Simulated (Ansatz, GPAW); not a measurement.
# Reading EPR parameters

A crystal has the composition Ba3M2O8, where M is a 3d element. A calculation (PBEsol+U, spin-orbit coupling in second variation, Ansatz) gives:

| Quantity | Value |
| --- | --- |
| S | 1 |
| g, averaged over the cell's ions | ⊥ 1.9789, ∥ 1.9801 |
| D, with anisotropic exchange | +0.866 cm⁻¹ (+26 GHz) |
| moment in its sphere | 1.57 μB |

**Question.** Which ion is it, and why?

The crystal is Ba3Mn2O8, space group R-3m. The spin sits on Mn, with 4 O at 1.67 to 1.71 Å round it. With the usual charges of the other elements M must be +5. The high-spin ion of that charge with S = 1 in this row is Mn⁵⁺ d². Low-spin ions are left aside. The shift is negative: in a shell less than half full the orbital moment opposes the spin.

[Hosts, paths, dates, database ids (printed as entryN), source tags and the programs' standing remarks are cut or masked in the printed files.]
